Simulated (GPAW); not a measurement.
Entries from a set of simulations; values are calculated unless marked as measured.

A GW chain in GPAW: TiO2 (Rutile). Symmetry: P4_2/mnm, No. 136, tetragonal system. Conventional cell: a = 4.592 Å, b = 4.592 Å, c = 2.957 Å, α = 90.00°, β = 90.00°, γ = 90.00°. Nearest to Ti lie 6 O at 1.95 to 1.98 Å. Nearest to O lie 3 Ti at 1.95 to 1.98 Å. Farther neighbours and most contacts between anions are not listed. The calculation used DFT, LDA, plane waves, PAW (and 1 further level or step) in GPAW 26.7.0, with cutoff 600 eV, GPAW PAW setups 1.2.1 data release, 4×4×6 k-mesh, nbands 410 in one of its runs. The LDA gap is 1.82 eV, direct. The G0W0 gap on the mesh is 3.70 eV. The GW settings are 4×4×6 mesh, 186 bands, screening to 120 eV, Godby-Needs plasmon pole and the known limits are not at the basis limit. It took 4 runs, 5.9 min in all on 4 MPI ranks of AMD EPYC 9R14 (Zen 4), shared host (the runs of this entry). G0W0 moves the gap on the mesh from 1.82 eV to 3.70 eV (+1.88 eV), with Z of 0.75 and 0.76 at the edges. Only 1 of the mesh's irreducible points was corrected, so a valley elsewhere could overtake. The cell and positions come from the Crystallography Open Database and are kept as given unless a step says otherwise. Bands and cutoff are finite, so the gap is not at the basis limit. The miss can reach some tenths of an eV and take either sign; the mesh is an error of its own.

[Runs of the session that timed out or met a known fault of the program may be left out.]

[Hosts, paths, dates, database ids (printed as entryN), source tags and the programs' standing remarks are cut or masked in the printed files.]
